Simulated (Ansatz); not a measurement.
# Au(111) with 4 thermally displaced layers, 2x2: scattering by thermal displacements, part 2 of 2

Wanted: the phonon-limited resistivity of Au at 800 K by the Landauer route.

Ansatz 0.2.0; Ansatz plane-wave DFT, PBE, PAW files; ballistic transport by layer matching (Landauer), zero bias; PAW set soft_1.

So far. Step 3 (With 8 displaced layers): Over the solved energies the transmission per spin lies between 2.75 and 2.79, out of 3.21 channels of the lead on average (up to 3.21).

## (4) With 12 displaced layers

Each atom of 12 layers is moved at random, by amounts drawn from a normal law 0.1474 Å wide in each direction from the Debye model (165 K) at 800 K. A fresh draw is used; the growth of the resistance with length is what counts.

System of this step: Au(111) with 12 thermally displaced layers, 2x2. The cell holds 72 atoms: 72 Au. Its edges and angles: a = 5.768 Å, b = 5.768 Å, c = 42.382 Å, α = 90.0°, β = 90.0°, γ = 120.0°. It derives from Au. Regions: lead, 24 atoms (24 Au); scattering region, 48 atoms (48 Au). The structure is stacked along c, and the current runs across the ab planes.

The input, input.yaml:

```yaml
crystal:
  lattice:
    - [5.7675164607, 0.0, 0.0]
    - [-2.8837582304, 4.9948157718, 0.0]
    - [0.0, 0.0, 42.3824172358]
  atoms:
    - { symbol: Au, position: [0.0, 0.0, 0.0277777778] }
    - { symbol: Au, position: [0.0, 0.5, 0.0277777778] }
    - { symbol: Au, position: [0.5, 0.0, 0.0277777778] }
    - { symbol: Au, position: [0.5, 0.5, 0.0277777778] }
    - { symbol: Au, position: [0.1666666667, 0.3333333333, 0.0833333333] }
    - { symbol: Au, position: [0.1666666667, 0.8333333333, 0.0833333333] }
    - { symbol: Au, position: [0.6666666667, 0.3333333333, 0.0833333333] }
    - { symbol: Au, position: [0.6666666667, 0.8333333333, 0.0833333333] }
    - { symbol: Au, position: [0.3333333333, 0.1666666667, 0.1388888889] }
    - { symbol: Au, position: [0.3333333333, 0.6666666667, 0.1388888889] }
    - { symbol: Au, position: [0.8333333333, 0.1666666667, 0.1388888889] }
    - { symbol: Au, position: [0.8333333333, 0.6666666667, 0.1388888889] }
    - { symbol: Au, position: [0.9846398501, 0.9972676467, 0.1953197024] }
    - { symbol: Au, position: [0.9629465405, 0.4432188066, 0.1941930008] }
    - { symbol: Au, position: [0.5217655695, 0.0320103794, 0.1964546032] }
    - { symbol: Au, position: [0.4728672152, 0.4786363451, 0.2014385138] }
    - { symbol: Au, position: [0.2130373821, 0.3873917962, 0.2574074908] }
    - { symbol: Au, position: [0.1514404642, 0.8447052965, 0.2515937808] }
    - { symbol: Au, position: [0.688969342, 0.349328618, 0.2507028677] }
    - { symbol: Au, position: [0.6489432432, 0.7889841627, 0.249424635] }
    - { symbol: Au, position: [0.316083232, 0.1703883756, 0.303929148] }
    - { symbol: Au, position: [0.3612325059, 0.6908432589, 0.3066293736] }
    - { symbol: Au, position: [0.8427871007, 0.1694101665, 0.3039978447] }
    - { symbol: Au, position: [0.8218133132, 0.6520367214, 0.3069052085] }
    - { symbol: Au, position: [0.0089397356, 0.0171579258, 0.3564892719] }
    - { symbol: Au, position: [0.0114375405, 0.4774875561, 0.3585568353] }
    - { symbol: Au, position: [0.486638194, 0.9833706222, 0.3621238199] }
    - { symbol: Au, position: [0.4695391271, 0.4684323166, 0.3581688994] }
    - { symbol: Au, position: [0.2008572974, 0.3346397029, 0.412605293] }
    - { symbol: Au, position: [0.1439174403, 0.7874065874, 0.4228918572] }
    - { symbol: Au, position: [0.6347629948, 0.3474646386, 0.4185577242] }
    - { symbol: Au, position: [0.6340326037, 0.8421965713, 0.4201354317] }
    - { symbol: Au, position: [0.3491378793, 0.1743710632, 0.4755237522] }
    - { symbol: Au, position: [0.3424115594, 0.676596905, 0.4717814431] }
    - { symbol: Au, position: [0.8355904254, 0.138879906, 0.4749764518] }
    - { symbol: Au, position: [0.8043202479, 0.6344739382, 0.4734927781] }
    - { symbol: Au, position: [0.0574689009, 0.0283857789, 0.5259840371] }
    - { symbol: Au, position: [0.0111406552, 0.4865931457, 0.5273463634] }
    - { symbol: Au, position: [0.468089991, 0.9316028551, 0.5284443294] }
    - { symbol: Au, position: [0.4633881858, 0.4794149409, 0.5226489598] }
    - { symbol: Au, position: [0.113978665, 0.3054910734, 0.5862052581] }
    - { symbol: Au, position: [0.2088826978, 0.8325893563, 0.5871312399] }
    - { symbol: Au, position: [0.6317009126, 0.2768977843, 0.5838548336] }
    - { symbol: Au, position: [0.6717327867, 0.8206818928, 0.5843846513] }
    - { symbol: Au, position: [0.3352266806, 0.1411815345, 0.6337515703] }
    - { symbol: Au, position: [0.3245626167, 0.6604368096, 0.6376621138] }
    - { symbol: Au, position: [0.8840367655, 0.217600733, 0.6374395396] }
    - { symbol: Au, position: [0.8650852508, 0.6944400551, 0.6413696765] }
    - { symbol: Au, position: [0.0210316246, 0.9885107169, 0.6970179366] }
    - { symbol: Au, position: [0.0636114884, 0.5237217321, 0.6922880808] }
    - { symbol: Au, position: [0.5341653805, 0.0372615782, 0.695728001] }
    - { symbol: Au, position: [0.5083716177, 0.5455469862, 0.6900970018] }
    - { symbol: Au, position: [0.1792966938, 0.3328558802, 0.7458477116] }
    - { symbol: Au, position: [0.2029730156, 0.8436019036, 0.7459411731] }
    - { symbol: Au, position: [0.6756785315, 0.320593818, 0.7433809554] }
    - { symbol: Au, position: [0.65294621, 0.8411125603, 0.7522113576] }
    - { symbol: Au, position: [0.3382321361, 0.1679997987, 0.8071904639] }
    - { symbol: Au, position: [0.3453103148, 0.7014067416, 0.8060726207] }
    - { symbol: Au, position: [0.8488280347, 0.1826293873, 0.8018780855] }
    - { symbol: Au, position: [0.8377632641, 0.7117856142, 0.8067219612] }
    - { symbol: Au, position: [0.0, 0.0, 0.8611111111] }
    - { symbol: Au, position: [0.0, 0.5, 0.8611111111] }
    - { symbol: Au, position: [0.5, 0.0, 0.8611111111] }
    - { symbol: Au, position: [0.5, 0.5, 0.8611111111] }
    - { symbol: Au, position: [0.1666666667, 0.3333333333, 0.9166666667] }
    - { symbol: Au, position: [0.1666666667, 0.8333333333, 0.9166666667] }
    - { symbol: Au, position: [0.6666666667, 0.3333333333, 0.9166666667] }
    - { symbol: Au, position: [0.6666666667, 0.8333333333, 0.9166666667] }
    - { symbol: Au, position: [0.3333333333, 0.1666666667, 0.9722222222] }
    - { symbol: Au, position: [0.3333333333, 0.6666666667, 0.9722222222] }
    - { symbol: Au, position: [0.8333333333, 0.1666666667, 0.9722222222] }
    - { symbol: Au, position: [0.8333333333, 0.6666666667, 0.9722222222] }
kpoints:
  mp_grid: { grid: [5, 5, 1] }
hamiltonian:
  xc: pbe
  pseudopotentials: { kind: paw, azcp: { folder: soft_1 } }
scf:
  occupations: { method: fermi_dirac, width: 0.1 }
output:
  transmission:
    leads: [[0, 4]]
    kmesh: [10, 10]
    e_range: [-0.05, 0.05]
    de: 0.05
  write_potential: true
  write_density: true
  volumetric_format: npy
```

Launch:

```
$ ansatz run input.yaml --threads 4 --pin off --max-ram 15360MiB --backend cpu --events-out ev --progress --plain --runs-dir out
```

Numbers of over 12 decimals in the logs are rounded to 6 here.

The program printed:

```text
[...]
Crystal: 72 atoms, lattice volume = 1220.939 Å³
Basis set: ecut = 420 eV, 23937 PW (Γ)
Bands: 821, of which v1, the nominal top of the filled ones, is band 684 counted from 1 (683 counted from 0)
Symmetry: 1 space group operations
[...]
k-points: 13 of 25 (time reversal used)
[...]
SCF iter   1: F=—  HF=-946890.888255 eV  |F-HF|=—  |Δ(HF+E_count)|=         —  Δρ=6.71e-2  dr2=6.02e1  ethr=3.10e-3  ⟨swp⟩=4.0  Hψ=31706  notcnv=0  defer=315
[...]
SCF iter  11: F=-946873.235250 eV  HF=-946873.235250 eV  |F-HF|=4.92e-8  |Δ(HF+E_count)|=   3.03e-9  Δρ=8.68e-7  dr2=5.60e-8  ethr=7.31e-12  ⟨swp⟩=8.3  Hψ=39734  notcnv=0
SCF 1 converged in 11 iterations: F = -946873.235250 eV  dr2 = 5.60e-8
[...]
transmission: 278 of 2756 steps passed
transmission: 552 of 2756 steps passed
[...]
transmission: 2756 of 2756 steps passed
SCF converged after 11 iterations
Free energy (F): -946873.235250 eV
[...]
Internal energy: -946872.460224 eV  (E = F + TS)
E sigma→0 (E₀):  -946872.847737 eV
Entropy (-TS):   -0.775026 eV (-10.764 meV/atom)
Fermi energy:    20.720455 eV
[...]
--- Band table (eV; the first three rows and the last of 13) ---
  k-point 0: bands = [... 680 lower, 20.9433, 21.2346, 21.3116, 21.3332, 21.3623, 21.3858, 21.4233, 21.5408, ... 133 higher]
  k-point 1: bands = [... 680 lower, 20.4723, 20.5540, 20.5872, 20.6755, 20.7112, 20.8048, 20.8378, 20.9303, ... 133 higher]
  k-point 2: bands = [... 680 lower, 20.5028, 20.5474, 20.5805, 20.6161, 20.6866, 20.7614, 20.8113, 20.8405, ... 133 higher]
  k-point 12: bands = [... 680 lower, 20.0128, 20.3051, 20.3504, 20.7285, 20.7706, 21.0358, 21.0851, 21.4339, ... 133 higher]
--- Transmission ---
  basis      : 253 plane waves across, 53 finite elements along
  points     : 52, standing for a mesh of 10 x 10
[...]
channels       : 3.210000e0 a spin
[...]
junction   : crystal 0 to crystal 0, 0.70 to 40.73 Å
    transmission   : 2.621474e0 a spin
[...]
```

The job ended after 37 min (4 threads of Arm Neoverse V1, shared host; peak memory 9.8 GiB).

This step gave:

```yaml
free_energy: -946873.2352 eV
energy_at_zero_smearing: -946872.8477 eV
fermi_energy: 20.72 eV
transmission_per_spin_nearest_the_fermi_level: 2.621
step_of_the_lead_s_potential: 11.7 meV
```

Per spin. The transmission, zone mean by energy, zero at the Fermi level:

```tsv
energy (eV)	transmission, zone mean
-0.0500	2.60
0.0000	2.62
0.0500	2.65
```

Over the solved energies the transmission per spin lies between 2.60 and 2.65, out of 3.21 channels of the lead on average (up to 3.21).

## (5) The fit

This step: Ansatz plane-wave DFT, PBE, PAW files; ballistic transport by layer matching (Landauer), zero bias; resistivity from the slope of the area resistance; PAW set soft_1 (Ansatz 0.2.0).

This step gave:

```yaml
resistivity: 9.478 µΩ cm
intercept: -0.005160 fΩ m²
scatter_about_the_fit: 0.007194 fΩ m²
```

Resistance, by row:

```tsv
run	length (Å)	T	channels N	RA (fΩ m²)
n4	9.418	3.005	3.21	0.07902
n8	18.84	2.771	3.21	0.1835
n12	28.25	2.626	3.21	0.2575
```

Area resistance against length of the displaced region:

```tsv
length of the displaced region (Å)	area resistance (fΩ m²)
9.42	0.0790
18.84	0.184
28.25	0.258
```

The area resistance goes from 0.079 to 0.26 fΩ m² between 9.4 and 28.3 Å, a slope of 9.5 µΩ cm.

By hand from the end points: (0.2575 − 0.07902) fΩ m² / (28.25 − 9.42) Å = 9.5 µΩ cm, since 1 fΩ m² per Å is 1000 µΩ cm.

## (6) Outcome

- resistivity from the slope: 9.48 µΩ cm
- area resistance over 9.42 Å: 0.0790 fΩ m²
- area resistance over 18.8 Å: 0.184 fΩ m²
- area resistance over 28.3 Å: 0.258 fΩ m²

What this shows: The slope gives 9.5 µΩ cm. The points scatter by 0.0072 fΩ m² about the line, with one random draw a length in a 2x2 cell, so the slope is a rough value. The mean square of the displacements drawn is 0.75, 0.94 and 0.81 of the nominal one at the three lengths; with each resistance scaled back by that, the slope is 11 µΩ cm, the value used below. Read with a model of isotropic scattering on a spherical Fermi surface and the lead's 0.86×10¹⁵ S/m², this slope means a mean free path near 86 Å; over these lengths the model's slope is 1.11 times its bulk resistivity, which would be 10 µΩ cm. Uncorrelated displacements put too much weight on short waves, which scatter strongly; with the sideways repeat of a small cell, one draw and three short lengths, the method is good to a factor of two or three. Spin-orbit coupling is left out, which matters for Au.

[Logs are printed without paths, hosts, clocks, repeated set-up lines and the standing remarks that a program may print on its own settings, such as how far it seeks lower states.]

[Hosts, paths, dates, database ids (printed as entryN), source tags and the programs' standing remarks are cut or masked in the printed files.]
